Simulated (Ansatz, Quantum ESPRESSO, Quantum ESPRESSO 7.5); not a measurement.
## Band edges of alpha-Ga2S3 ferroelectric layer, 1 layer under strain

Aim: band edges, gap and stiffness of alpha-Ga2S3 ferroelectric layer, 1 layer under biaxial strain.

Method: plane-wave DFT, PBE, GBRV ultrasoft pseudopotentials (geometry by Ansatz 0.2.0 with PAW datasets; geometry under PBE), in Quantum ESPRESSO 7.5.

## Step 1: The starting structure

The cell holds 5 atoms: 3 S and 2 Ga. Cell: a = 3.650 Å, b = 3.650 Å, c = 21.204 Å, α = 90.0°, β = 90.0°, γ = 120.0°. Vacuum lies along c.

## Step 2: Relaxation with Ansatz

A relaxation in Ansatz fixes the structure of this slab for the runs on it.

Contents of input.yaml:

```yaml
crystal:
  lattice:
    - [3.65, 0.0, 0.0]
    - [-1.825, 3.1609927238, 0.0]
    - [0.0, 0.0, 21.204285486]
  atoms:
    - { symbol: S, position: [0.0, 0.0, 0.3537020856] }
    - { symbol: Ga, position: [0.3333333333, 0.6666666667, 0.406875517] }
    - { symbol: S, position: [0.3333333333, 0.6666666667, 0.5139293482] }
    - { symbol: Ga, position: [0.6666666667, 0.3333333333, 0.5873475668] }
    - { symbol: S, position: [0.0, 0.0, 0.6462979144] }
kpoints:
  mp_grid: { grid: [12, 12, 1] }
hamiltonian:
  xc: pbe
scf:
  occupations: { method: fermi_dirac, width: 0.05 }
  convergence: { dr2_threshold: 1.0e-08 }
efield:
  axis: 3
  dipole_correction: true
  ramp_position: 0.97
  ramp_width: 0.04
relax:
  f_tol: 0.01
  cell: { fix: [c, alpha, beta] }
output:
  write_potential: true
  write_density: true
  volumetric_format: npy
```

On the command line:

```console
> ansatz run input.yaml --threads 2 --pin off --max-ram 4096MiB --backend cpu --events-out ev --progress --plain --runs-dir out
```

Numbers of over 12 decimals in the logs are rounded to 6 here.

What it wrote:

```text
Warning: relax.cell: scf.convergence.dr2_threshold = 1e-8 eV is looser than the 5e-10 eV advised for a relaxation that steers and ends on the stress (1e-10 eV for each atom of the cell: 5). What an SCF threshold leaves in a stress goes as its square root, and in the free energy as the threshold itself, and one threshold admits the most on a small cell: [figures from the program's tests cut] Set scf.convergence.dr2_threshold to 5e-10 eV or tighter. The threshold is an SCF's pass mark: one that does not reach it within its budget of iterations ends unconverged, or closes short of it on a stop that the run arms, and scf.convergence.dr2_threshold's page says what that costs each kind of run
Engine: ansatz 0.2.0, x86_64-unknown-linux-gnu
Pseudopotentials: kind: paw
Pseudopotential: S, paw, valence charge 6, recommended cutoff 420 eV (normal), S.paw.azcp
Pseudopotential: Ga, paw, valence charge 13, recommended cutoff 420 eV (normal), Ga.paw.azcp
Functional definition: PBE
  parameter kappa = 0.804
  parameter beta = 0.066725
  exchange = pbe_x(kappa = kappa, mu = beta*pi^2/3)
  correlation = pbe_c(beta = beta)
Crystal: 5 atoms, lattice volume = 244.647 Å³
Basis set: ecut = 420 eV, 4703 PW (Γ), exchange–correlation on 50×50×288 points (8 copies of the dense FFT grid, shifted against one another)
Bands: 27, of which v1, the nominal top of the filled ones, is band 22 counted from 1 (21 counted from 0)
Symmetry: 6 space group operations
Space group: P3m1 (ITA 156), of the structure as read, at distance tolerance 6.3e-5 Å
k-points: 19 of 144 (time reversal used)
Non-local potential: S, projectors of the file, l = 0: 2, l = 1: 2, l = 2: 2
Non-local potential: Ga, projectors of the file, l = 0: 2, l = 1: 2, l = 2: 3, l = 3: 1
PAW form: soft (Blöchl's): semilocal exchange-correlation on the pseudo side does not see the compensation charge
PAW one-centre angular grid: S, 110 points (default); XC on 64 Gauss nodes
PAW one-centre angular grid: Ga, 590 points (default); XC on 64 Gauss nodes
Initial density: superposition of atomic densities (neutral atoms: chi_scale 0, normalization atom), corrected by the library's trained network
Initial wavefunctions: pseudopotential atomic-orbital guess
Functional: x = pbe(κ = 0.804, μ = 0.219515), c = pbe(β = 0.066725)
SCF iter   1: F=—  HF=-10275.144278 eV  |F-HF|=—  |Δ(HF+E_count)|=         —  Δρ=1.37e-3  dr2=3.36e-2  ethr=1.77e-3  p=-0.072 e·Å  D=-5.33e-2 V/Å  ΔV_dip=1.13 eV  dr2_dipole=1.64e-2  V_vac-E_F(+/−)=5.84/4.71 eV  ⟨swp⟩=7.9  Hψ=2705  notcnv=0
efield: sawtooth ramp at fractional position 0.9700 (set: `efield.ramp_position`, or a place that a band, a saddle search or an elastic batch's reference lends), width 0.0400; the density the first Hamiltonian is built on has a dipole p = -0.072 e·Å; the dipole correction subtracts the counter field D = -5.33e-2 V/Å, which shifts the + side's vacuum level by +1.13 eV against the − side's; the planar-averaged density in the ramp window peaks in size at 2.4e-5 e/Å³
preconditioner: auto → Resta (q_TF=auto, 2.050 Å⁻¹)  ε∞=2.4  [insulator: Δε(μ)=1.601 eV  Ē_g=13.444 eV  σ=0.050 eV  W_gap=1.00  n_scr=30 (ndim 8)  ℏωp=15.7 eV  f_vac=0.555  D(μ)=0.00/eV (n_scr^D=0)  ε∞_Penn≈2.4  vacuum switching on, ρ_ref=1.3e-2 e/Å³]
SCF iter   2: F=—  HF=-10275.148020 eV  |F-HF|=—  |Δ(HF+E_count)|=   3.74e-3  Δρ=1.77e-3  dr2=6.35e-2  ethr=7.64e-5  p=-0.119 e·Å  D=-8.84e-2 V/Å  ΔV_dip=1.87 eV  dr2_dipole=2.89e-2  V_vac-E_F(+/−)=6.18/4.30 eV  ⟨swp⟩=3.5  Hψ=1179  notcnv=0  defer=11
SCF iter   3: F=—  HF=-10275.139680 eV  |F-HF|=—  |Δ(HF+E_count)|=   8.34e-3  Δρ=4.15e-4  dr2=5.74e-4  ethr=7.64e-5  p=-0.093 e·Å  D=-6.89e-2 V/Å  ΔV_dip=1.46 eV  dr2_dipole=1.17e-4  V_vac-E_F(+/−)=5.99/4.53 eV  ⟨swp⟩=2.3  Hψ=693  notcnv=0  defer=10
SCF iter   4: F=—  HF=-10275.139942 eV  |F-HF|=—  |Δ(HF+E_count)|=   2.62e-4  Δρ=1.79e-4  dr2=1.49e-4  ethr=1.30e-6  p=-0.096 e·Å  D=-7.11e-2 V/Å  ΔV_dip=1.51 eV  dr2_dipole=2.41e-6  V_vac-E_F(+/−)=6.02/4.52 eV  ⟨swp⟩=2.1  Hψ=1083  notcnv=0  defer=8
SCF iter   5: F=—  HF=-10275.140042 eV  |F-HF|=—  |Δ(HF+E_count)|=   1.00e-4  Δρ=6.46e-5  dr2=7.95e-6  ethr=3.40e-7  p=-0.096 e·Å  D=-7.14e-2 V/Å  ΔV_dip=1.51 eV  dr2_dipole=2.35e-8  V_vac-E_F(+/−)=6.02/4.51 eV  ⟨swp⟩=2.2  Hψ=946  notcnv=0  defer=8
SCF iter   6: F=—  HF=-10275.140169 eV  |F-HF|=—  |Δ(HF+E_count)|=   1.27e-4  Δρ=2.84e-5  dr2=2.82e-6  ethr=1.81e-8  p=-0.097 e·Å  D=-7.14e-2 V/Å  ΔV_dip=1.51 eV  dr2_dipole=7.76e-9  V_vac-E_F(+/−)=6.03/4.51 eV  ⟨swp⟩=2.1  Hψ=938  notcnv=0  defer=9
SCF iter   7: F=—  HF=-10275.140170 eV  |F-HF|=—  |Δ(HF+E_count)|=   8.78e-7  Δρ=1.09e-5  dr2=3.04e-7  ethr=6.41e-9  p=-0.097 e·Å  D=-7.15e-2 V/Å  ΔV_dip=1.52 eV  dr2_dipole=1.17e-8  V_vac-E_F(+/−)=6.03/4.51 eV  ⟨swp⟩=2.0  Hψ=922  notcnv=0  defer=9
SCF iter   8: F=—  HF=-10275.140170 eV  |F-HF|=—  |Δ(HF+E_count)|=   2.90e-7  Δρ=2.77e-6  dr2=2.05e-8  ethr=6.91e-10  p=-0.097 e·Å  D=-7.15e-2 V/Å  ΔV_dip=1.52 eV  dr2_dipole=1.37e-10  V_vac-E_F(+/−)=6.03/4.51 eV  ⟨swp⟩=2.0  Hψ=923  notcnv=0  defer=9
SCF iter   9: F=-10275.140170 eV  HF=-10275.140170 eV  |F-HF|=3.12e-9  |Δ(HF+E_count)|=   8.17e-8  Δρ=1.11e-6  dr2=4.08e-9  ethr=2.27e-11  p=-0.097 e·Å  D=-7.15e-2 V/Å  ΔV_dip=1.52 eV  dr2_dipole=2.01e-10  V_vac-E_F(+/−)=6.03/4.51 eV  ⟨swp⟩=9.1  Hψ=3681  notcnv=0
SCF 1 converged in 9 iterations: F = -10275.140170 eV  dr2 = 4.08e-9
  greatest PAW one-centre occupation: 0.996 electrons in one spin orbital (limit 2), on the Ga atom at site 3 (counted from 0), in its partial waves of l = 2
relax step   1: F+E_penalty+E_count = -10275.14017002 eV  Δ(F+E_penalty+E_count) = +0.000e0 eV  max|allowed force component| = 9.662e-1 eV/Å  Δτ_max = 0.0000 Å  P = -1.346 GPa  Ω = 244.647 Å³  fix = [c, alpha, beta]  reactions: c -2.448 GPa  (9 SCF iters, accepted)
Crystal: 5 atoms, lattice volume = 249.566 Å³
Basis set: ecut = 420 eV, 4895 PW (Γ), exchange–correlation on 50×50×288 points (8 copies of the dense FFT grid, shifted against one another)
Initial density: handed on by an earlier stage of this run
Initial wavefunctions: those handed on with the density
iter 1 solved again at ethr=1.53e-4 eV; its pass at ethr=3.10e-3 eV (dr2=6.73e-2 eV) is discarded
SCF iter   1: F=—  HF=-10275.225975 eV  |F-HF|=—  |Δ(HF+E_count)|=         —  Δρ=6.35e-3  dr2=7.62e-2  ethr=1.53e-4  p=-0.099 e·Å  D=-7.15e-2 V/Å  ΔV_dip=1.52 eV  dr2_dipole=2.05e-4  V_vac-E_F(+/−)=6.16/4.64 eV  ⟨swp⟩=1.9  Hψ=3310  notcnv=0
[...]
SCF iter   7: F=—  HF=-10275.237178 eV  |F-HF|=—  |Δ(HF+E_count)|=   5.17e-5  Δρ=6.52e-6  dr2=1.19e-7  ethr=2.96e-9  p=-0.091 e·Å  D=-6.70e-2 V/Å  ΔV_dip=1.42 eV  dr2_dipole=3.47e-11  V_vac-E_F(+/−)=5.99/4.57 eV  ⟨swp⟩=2.8  Hψ=916  notcnv=0  defer=1
SCF iter   8: F=—  HF=-10275.237178 eV  |F-HF|=—  |Δ(HF+E_count)|=   7.42e-8  Δρ=2.50e-6  dr2=1.39e-8  ethr=2.70e-10  p=-0.091 e·Å  D=-6.70e-2 V/Å  ΔV_dip=1.42 eV  dr2_dipole=6.98e-12  V_vac-E_F(+/−)=5.99/4.57 eV  ⟨swp⟩=2.0  Hψ=831  notcnv=0  defer=1
SCF iter   9: F=-10275.237178 eV  HF=-10275.237178 eV  |F-HF|=1.13e-10  |Δ(HF+E_count)|=   6.75e-9  Δρ=6.32e-7  dr2=9.53e-10  ethr=2.27e-11  p=-0.091 e·Å  D=-6.70e-2 V/Å  ΔV_dip=1.42 eV  dr2_dipole=3.66e-11  V_vac-E_F(+/−)=5.99/4.57 eV  ⟨swp⟩=9.0  Hψ=3638  notcnv=0
SCF 3 converged in 9 iterations: F = -10275.237178 eV  dr2 = 9.53e-10
relax step   3: F+E_penalty+E_count = -10275.23717771 eV  Δ(F+E_penalty+E_count) = -2.573e-2 eV  max|allowed force component| = 1.175e-1 eV/Å  Δτ_max = 0.0597 Å  P = -0.203 GPa  Ω = 245.658 Å³  energy of the carried Pulay correction = -8.140e-5 eV  fix = [c, alpha, beta]  reactions: c -0.152 GPa  (9 SCF iters, accepted)
[...]
relax step   4: F+E_penalty+E_count = -10275.23896820 eV  Δ(F+E_penalty+E_count) = -1.790e-3 eV  max|allowed force component| = 3.478e-2 eV/Å  Δτ_max = 0.0065 Å  P = -0.045 GPa  Ω = 244.180 Å³  energy of the carried Pulay correction = +3.767e-5 eV  fix = [c, alpha, beta]  reactions: c -0.060 GPa  (7 SCF iters, accepted)
[...]
relax step   5: F+E_penalty+E_count = -10275.23907169 eV  Δ(F+E_penalty+E_count) = -1.035e-4 eV  max|allowed force component| = 9.643e-3 eV/Å  Δτ_max = 0.0033 Å  P = +0.004 GPa  Ω = 243.899 Å³  energy of the carried Pulay correction = +6.041e-5 eV  fix = [c, alpha, beta]  reactions: c +0.007 GPa  (6 SCF iters, accepted)
Initial wavefunctions: pseudopotential atomic-orbital guess (no wavefunctions were taken with the density)
iter 1 solved again at ethr=1.79e-7 eV; its pass at ethr=3.10e-3 eV (dr2=7.88e-5 eV) is discarded
SCF iter   1: F=—  HF=-10275.238960 eV  |F-HF|=—  |Δ(HF+E_count)|=         —  Δρ=3.33e-6  dr2=1.54e-8  ethr=1.79e-7  p=-0.088 e·Å  D=-6.55e-2 V/Å  ΔV_dip=1.39 eV  dr2_dipole=3.00e-10  V_vac-E_F(+/−)=5.94/4.55 eV  ⟨swp⟩=4.4  Hψ=4602  notcnv=0
efield: sawtooth ramp at fractional position 0.9700 (set: `efield.ramp_position`, or a place that a band, a saddle search or an elastic batch's reference lends), width 0.0400; the density the first Hamiltonian is built on has a dipole p = -0.088 e·Å; the dipole correction subtracts the counter field D = -6.55e-2 V/Å, which shifts the + side's vacuum level by +1.39 eV against the − side's; the planar-averaged density in the ramp window peaks in size at 8.8e-7 e/Å³
eigensolver tolerance schedule: the retry pair's looser diagonalisation over-reported the residual by 5102.09 of it (diagonalisation noise at 0.42 of the residual, at the tolerance the schedule requests for it); recorded, not acted on — ethr = c·dr2/N_el stays at c = 1.0e-1
preconditioner: auto → Resta (q_TF=auto, 2.051 Å⁻¹)  ε∞=2.3  [insulator: Δε(μ)=1.652 eV  Ē_g=13.630 eV  σ=0.050 eV  W_gap=1.00  n_scr=30 (ndim 8)  ℏωp=15.8 eV  f_vac=0.566  D(μ)=0.00/eV (n_scr^D=0)  ε∞_Penn≈2.3  vacuum switching on, ρ_ref=1.3e-2 e/Å³]
SCF iter   2: F=—  HF=-10275.239011 eV  |F-HF|=—  |Δ(HF+E_count)|=   5.14e-5  Δρ=2.05e-6  dr2=5.76e-9  ethr=2.27e-11  p=-0.088 e·Å  D=-6.55e-2 V/Å  ΔV_dip=1.39 eV  dr2_dipole=3.80e-11  V_vac-E_F(+/−)=5.94/4.55 eV  ⟨swp⟩=10.8  Hψ=4879  notcnv=0
SCF iter   3: F=-10275.239011 eV  HF=-10275.239011 eV  |F-HF|=2.51e-9  |Δ(HF+E_count)|=   3.45e-9  Δρ=5.65e-7  dr2=2.25e-9  ethr=1.31e-11  p=-0.088 e·Å  D=-6.55e-2 V/Å  ΔV_dip=1.39 eV  dr2_dipole=8.18e-10  V_vac-E_F(+/−)=5.94/4.55 eV  ⟨swp⟩=6.0  Hψ=3555  notcnv=0
SCF 6 converged in 3 iterations: F = -10275.239011 eV  dr2 = 2.25e-9
relax step   6: F+E_penalty+E_count = -10275.23901149 eV  Δ(F+E_penalty+E_count) = +6.020e-5 eV  max|allowed force component| = 9.640e-3 eV/Å  Δτ_max = 0.0000 Å  P = +0.005 GPa  Ω = 243.899 Å³  fix = [c, alpha, beta]  reactions: c +0.007 GPa  stress off target by 3.55e-3 GPa on what of the cell is left free  SCF on the basis re-selected at this cell (its energy is not comparable with the rows above)  (3 SCF iters)
basis re-selected at this cell: Δ(F+E_penalty+E_count) = +6.020e-5 eV, ΔP = +0.001 GPa vs the last step (what re-selecting the basis moved, of the pressure what is left beyond the Pulay correction that the steps carried, after the strain that the cell walked since its last selection, with what the two solves' SCF thresholds leave and, on support functions, any second-order correction that the steps lacked; it is no m [...]
SCF converged after 3 iterations
Free energy (F): -10275.239011 eV
Harris-Foulkes:  -10275.239011 eV  (|F-HF|=2.51e-9)
Internal energy: -10275.239011 eV  (E = F + TS)
E sigma→0 (E₀):  -10275.239011 eV
Fermi energy:    -0.123354 eV
Dipole field:    D = -0.065564 V/Å  (p = -0.088371 e·Å, saw-weighted, corrected)
Work function:   Φ+ = 5.9360 eV   Φ− = 4.5458 eV
Levels:          The Fermi level and band energies are counted from a zero that moves with the ramp; work functions are not
--- Per-component energies (eV) ---
  E_band       = -459.382548
  E_kinetic    = 549.419302
  E_local      = -26905.464356  (includes V_loc(G=0)·N_el)
  E_nonlocal   = 941.044923
  E_hartree    = 13089.861579
  E_xc         = -426.785008
  E_vxc        = -374.951054  (∫ρ·V_xc dr)
  E_paw        = -5785.863690  (= ΣΔE_a)
  E_vpaw       = -849.793094  (= ΣTr[D̂ρ^β])
  E_aug_tail   = -0.000224  (compensation charges beyond the density's cutoff)
  E_efield     = 0.002897  (sawtooth field / dipole correction)
  E_vefield    = 0.640049  (∫n·V_field dr)
  E_ewald      = 8262.545565
  E_smearing   = -0.000000  (= −TS)
  E_closure    = 0.000000  (closes the sum)
  Σ components = -10275.239011   (vs F -10275.239011, Δ=0.00e0)
--- Forces (eV/Å), atoms counted from 1 ---
  atom   1  S      0.00000000     0.00000000     0.00705044
  atom   2  Ga     0.00000000    -0.00000000    -0.00963740
  atom   3  S     -0.00000000     0.00000000    -0.00535436
  atom   4  Ga     0.00000000     0.00000000     0.00748824
  atom   5  S      0.00000000    -0.00000000     0.00046463
  max |Σ_I F_I| component: 1.16e-5 eV/Å
--- Stress (GPa, compression-positive) ---
        0.003551       0.000000       0.000000
        0.000000       0.003551       0.000000
        0.000000       0.000000       0.007256
  P = ⅓ Tr σ = 0.0048 GPa (0.048 kbar)
--- Band table (eV; the first three rows and the last of 19) ---
  k-point 0: bands = [... 18 lower, -1.3318, -1.3318, -1.2049, -1.2049, 0.6450, 1.9135, 3.4714, 4.0024, ... 1 higher]
  k-point 1: bands = [... 18 lower, -1.8592, -1.6187, -1.3499, -1.0566, 1.0310, 2.2256, 3.6002, 3.8638, ... 1 higher]
  k-point 2: bands = [... 18 lower, -2.1494, -2.0295, -1.7158, -1.0066, 1.5475, 2.3924, 3.3130, 4.2878, ... 1 higher]
  k-point 18: bands = [... 18 lower, -3.6445, -3.3453, -2.8585, -1.3528, 1.5741, 2.2764, 3.7480, 4.7339, ... 1 higher]
--- Relaxed structure (5 steps of the walk, 5 accepted, 1 SCFs on fresh bases) ---
  F+E_penalty+E_count = -10275.23901149 eV   max|allowed force component| = 9.640e-3 eV/Å   (the final SCF, on the basis selected at the relaxed cell)
  cell:  # Å, volume = 243.8992 Å³
    - [3.644417, 0.0, 0]
    - [-1.822208, 3.156157, 0]
    - [0, 0, 21.204285486]
  atoms:
    - { symbol: S, position: [-1.1200644641877374e-17, -3.3306690739077814e-17, 0.359287] }
    - { symbol: Ga, position: [0.333333, 0.666667, 0.408960] }
    - { symbol: S, position: [0.333333, 0.666667, 0.513486] }
    - { symbol: Ga, position: [0.666667, 0.333333, 0.586370] }
    - { symbol: S, position: [-1.8833238655637338e-17, -3.3306690739077814e-17, 0.640049] }
```

Elapsed: 17 s, on 2 threads of Intel Xeon 6975P-C (Granite Rapids), shared host; peak memory 0.55 GiB; 32 s of CPU time.

Step by step:

| step | energy less that of the first step (eV) | largest force component (eV/Å) | pressure (GPa) | volume (Å³) |
| --- | --- | --- | --- | --- |
| 1 | 0.0000 | 0.9662 | -1.35 | 244.65 |
| 2 | -0.0713 | 0.5263 | -0.21 | 249.57 |
| 3 | -0.0970 | 0.1175 | -0.20 | 245.66 |
| 4 | -0.0988 | 0.0348 | -0.04 | 244.18 |
| 5 | -0.0989 | 0.0096 | 0.00 | 243.90 |
| 6* | -0.0988 | 0.0096 | 0.00 | 243.90 |

Relaxation steps marked * repeat the geometry before them on a plane-wave basis chosen anew for their cell, so energy and pressure can jump there.

Forces are held to the 6 operations that the run works with; a distortion that breaks them can't arise in this run.

| cell as run | before | after | change |
| --- | --- | --- | --- |
| a (Å) | 3.650 | 3.644 | -0.2 % |
| b (Å) | 3.650 | 3.644 | -0.2 % |

The atoms that moved most (Å, along periodic axes as changes of fractional coordinates times the final cell, across vacuum about the mean position):

| atom | dx | dy | dz | length |
| --- | --- | --- | --- | --- |
| S5 | 0.000 | 0.000 | -0.133 | 0.133 |
| S1 | 0.000 | 0.000 | 0.118 | 0.118 |
| Ga2 | 0.000 | 0.000 | 0.044 | 0.044 |
| Ga4 | 0.000 | 0.000 | -0.021 | 0.021 |
| S3 | 0.000 | 0.000 | -0.009 | 0.009 |

Final coordinates:

```xyz
5
Lattice="3.6444 0.0000 0.0000 -1.8222 3.1562 0.0000 0.0000 0.0000 21.2043" Properties=species:S:1:pos:R:3
S     0.0000    0.0000    7.6184
Ga    0.0000    2.1041    8.6717
S     0.0000    2.1041   10.8881
Ga    1.8222    1.0521   12.4336
S     0.0000    0.0000   13.5718
```

Numbers from this step:

- free energy: -10275.2390 eV
- Fermi energy: -0.1234 eV
- gap by band count: 1.652 eV
- symmetry operations: 6
- dipole along the normal: -0.08837 e·Å
- vacuum level at the upper face over a Fermi level inside the gap: 5.936 eV
- vacuum level at the lower face over a Fermi level inside the gap: 4.546 eV

(Part 1 of 2 ends here.)

[Logs are printed without paths, hosts, clocks, repeated set-up lines and the standing remarks that a program may print on its own settings, such as how far it seeks lower states.]

[Hosts, paths, dates, database ids (printed as entryN), source tags and the programs' standing remarks are cut or masked in the printed files.]

[Maps of the electrostatic potential energy from Ansatz leave out the sawtooth potential of an applied field or a dipole correction, so their vacuum need not be flat; planar profiles and work functions include it.]
